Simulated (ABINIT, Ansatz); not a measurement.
# Sr2H6Os (Fm-3m): G0W0 on several meshes in ABINIT, part 2 of 2

Wanted: mesh dependence and cost of G0W0 for Sr2H6Os (Fm-3m).

ABINIT 10.8.3; PBEsol and many-body steps on it, plane waves. Known limits of the many-body steps: not at the basis limit; no spin polarisation; d states lean on the start; no spin-orbit coupling; coarse k mesh.

So far. Step 4 (2×2×2): The gap on the mesh goes from 2.32 eV to 3.46 eV, a correction of +1.14 eV. Step 5 (Empty states on the mesh, 4×4×4 mesh, 102 bands): On this mesh the gap is 2.319 eV.

## 7. 4×4×4

This step: G0W0 on PBEsol, plane waves, norm-conserving pseudopotentials.

File run.abi:

```
acell 3*1.0 Angstrom
rprim 
  -0.000000000000 3.812277830000 3.812277830000
  3.812277830000 -0.000000000000 3.812277830000
  3.812277830000 3.812277830000 0.000000000000
ntypat 3
znucl 38 1 76
natom 9
typat 1 1 2 2 2 2 2 2 3
xred 
  0.750000000000 0.750000000000 0.750000000000
  0.250000000000 0.250000000000 0.250000000000
  0.773847590000 0.773847590000 0.226152410000
  0.226152410000 0.773847590000 0.226152410000
  0.773847590000 0.226152410000 0.226152410000
  0.226152410000 0.226152410000 0.773847590000
  0.773847590000 0.226152410000 0.773847590000
  0.226152410000 0.773847590000 0.773847590000
  0.000000000000 0.000000000000 0.000000000000
pp_dirpath "pseudos"
pseudos "Sr.upf, H.upf, Os.upf"
ecut 33
ngkpt 4 4 4
nshiftk 1
shiftk 0 0 0
kptopt 1
chksymbreak 0
istwfk *1
occopt 1
irdwfk 1
optdriver 4
nband 94
gwcalctyp 0
ecutsigx 33
symsigma 1
nkptgw 2
kptgw 
  0.0000000000 0.0000000000 0.0000000000
  0.5000000000 0.5000000000 0.0000000000
bdgw 
  19 24
  20 23
ecuteps 4.2
irdscr 1
ppmodel 1
indata_prefix "in"
outdata_prefix "out"
tmpdata_prefix "tmp"
```

Command:

```sh
$ OMP_NUM_THREADS=1 mpirun -n 4 abinit run.abi > log
```

Numbers of over 12 decimals in the logs are rounded to 6 here.

The program printed:

```text
.Version 10.8.3 of ABINIT. v10.8.2 released Aug 2026.

 Symmetries : space group Fm -3 m (#225); Bravais cF (face-center cubic)
[... echo of the input left out ...]
== DATASET  1 ==================================================================
-   mpi_nproc: 4, omp_nthreads: 1 (-1 if OMP is not activated)

--- !DatasetInfo
iteration_state: {dtset: 1, }
dimensions: {natom: 9, nkpt: 8, mband: 94, nsppol: 1, nspinor: 1, nspden: 1, mpw: 6855, }
cutoff_energies: {ecut:  33.0, pawecutdg:  -1.0, }
electrons: {nelect:   4.20000000E+01, charge:   0.00000000E+00, occopt:   1.00000000E+00, tsmear:   1.00000000E-02, }

 SIGMA: Calculation of the GW corrections

 Based on a program developped by R.W. Godby, V. Olevano, G. Onida, and L. Reining.
 Incorporated in ABINIT by V. Olevano, G.-M. Rignanese, and M. Torrent.
.Using double precision arithmetic ; gwpc =  8

[... cell and pseudopotentials left out ...]
--------------------------------------------------------------------------------

 ==== K-mesh for the wavefunctions ====
 Number of points in the irreducible wedge :     8
[... list of points left out ...]
 Together with 48 symmetry operations and time-reversal symmetry
 yields    64 points in the full Brillouin Zone.

 ==== Q-mesh for screening function ====
 Number of points in the irreducible wedge :     8
[... list of points left out ...]
 Together with 48 symmetry operations and time-reversal symmetry
 yields    64 points in the full Brillouin Zone.

 vcoul_init : cutoff-mode = AUXILIARY_FUNCTION
 q-points for optical limit:   1
     1)      0.000010    0.000020    0.000030
 setmesh: FFT mesh size selected  =    54x   54x   54
          total number of points  =       157464

 Number of electrons calculated from density =   42.0000; Expected =   42.0000
[...]
number of omega for Sigma on real axis              0
 max omega for Sigma on real axis  [eV]           0.00
 zcut for avoiding poles [eV]                     0.10

 EPSILON^-1 parameters (SCR file):
 dimension of the eps^-1 matrix on file            331
 dimension of the eps^-1 matrix used               331
 number of plane-waves for wavefunctions          6855
 number of bands                                    94
 number of q-points in IBZ                           8
 number of frequencies                               2
 number of real frequencies                          1
 number of imag frequencies                          1

 matrix elements of self-energy operator (all in [eV])

 Perturbative Calculation

--- !SelfEnergy_ee
iteration_state: {dtset: 1, }
kpoint     : [   0.000,    0.000,    0.000, ]
spin       : 1
KS_gap     :    3.883
QP_gap     :    4.745
Delta_QP_KS:    0.861
data: !SigmaeeData |
     Band     E0 <VxcDFT>   SigX SigC(E0)      Z dSigC/dE  Sig(E)    E-E0       E
       19   5.036 -16.902 -20.206   3.337   0.795  -0.257 -16.875   0.027   5.063
       20   5.036 -16.902 -20.206   3.337   0.795  -0.257 -16.875   0.027   5.063
       21   5.036 -16.902 -20.206   3.337   0.795  -0.257 -16.875   0.027   5.063
[...]
--- !SelfEnergy_ee
iteration_state: {dtset: 1, }
kpoint     : [   0.500,    0.500,    0.000, ]
spin       : 1
KS_gap     :    2.382
QP_gap     :    3.602
Delta_QP_KS:    1.219
data: !SigmaeeData |
     Band     E0 <VxcDFT>   SigX SigC(E0)      Z dSigC/dE  Sig(E)    E-E0       E
[...]
22   7.355 -12.496  -7.982  -2.976   0.830  -0.205 -11.219   1.277   8.632
       23   8.369  -9.942  -4.901  -3.562   0.836  -0.196  -8.706   1.236   9.605

== END DATASET(S) ==============================================================
================================================================================

 -outvars: echo values of variables after computation  --------
           etotal      0.0000000000E+00
            nband          94
             nkpt           8
          spgroup         225
 [... the other variables as echoed above ...]

 Calculation completed.
```

It took 17 s on 4 MPI ranks of Arm Neoverse V2, shared host; peak memory 1.5 GiB.

This step gave:

```yaml
g0w0_gap_on_the_points_computed: 3.569 eV
starting_gap_on_the_mesh: 2.319 eV
k_of_the_valence_top: 0, 0, 0
k_of_the_conduction_bottom: 0.5, 0.5, 0
z_at_the_valence_top: 0.795
z_at_the_conduction_bottom: 0.83
least_direct_g0w0_gap_on_the_computed_points: 3.601 eV
```

Against G0W0 in ABINIT (2×2×2 mesh, 94 bands, screening to 114.3 eV, Godby-Needs plasmon pole), the gap moves by +0.105 eV.

## 8. Side by side

Times are wall times on 4 MPI ranks of Arm Neoverse V2, shared host, good to a factor of about two. A run's time includes the screening step that it read.

```csv
run,mesh,bands,screening cutoff (eV),DFT gap (eV),gap on the mesh (eV),direct (eV),ε∞ used,time
2×2×2,2×2×2,94,114.3,2.319,3.464,3.501,4.35,19 s
4×4×4,4×4×4,94,114.3,2.319,3.569,3.601,4.11,1.7 min
```

## 9. Outcome

| Property | Result |
| --- | --- |
| 2×2×2 | 3.464 eV |
| 4×4×4 | 3.569 eV |
| known limits | not at the basis limit; no spin polarisation; d states lean on the start; no spin-orbit coupling; coarse k mesh |

**Reading.** 4×4×4: +0.105 eV against 2×2×2. Bands and cutoff are finite, so the gap is not at the basis limit. The miss can reach some tenths of an eV and take either sign; the mesh is an error of its own. In the G0W0 runs levels were corrected at 2 k points alone, so a gap called «on the mesh» is the least over those, and an edge elsewhere would be missed. The 2×2×2 mesh is coarse for this cell, which bears on the long-range parts of exchange and screening. The runs have no spin polarisation. For a closed low-spin shell that is the natural state; where a d or f shell is open it is a constraint, and the gap is then not the crystal's own. With d states at the gap, one-shot GW leans hard on its start. The many-body steps are scalar-relativistic: spin-orbit coupling is not in them.

[Paths, hosts, dates, memory and timing lines, banners, echoed tables and standing remarks are left out of the program output.]

[Logs are printed without paths, hosts, clocks, repeated set-up lines and the standing remarks that a program may print on its own settings, such as how far it seeks lower states.]

[Runs of the session that timed out or met a known fault of the program may be left out.]

[Hosts, paths, dates, database ids (printed as entryN), source tags and the programs' standing remarks are cut or masked in the printed files.]

[G0W0 gaps are taken among the corrected bands and points alone; a level outside them can change the order at an edge.]

[Where Ansatz stands beside ABINIT at settings called matched, ABINIT's density can come from a denser mesh and the files from another edition; pairs whose starting gaps differed by over 0.03 eV were left out, so agreement reads better than it is.]
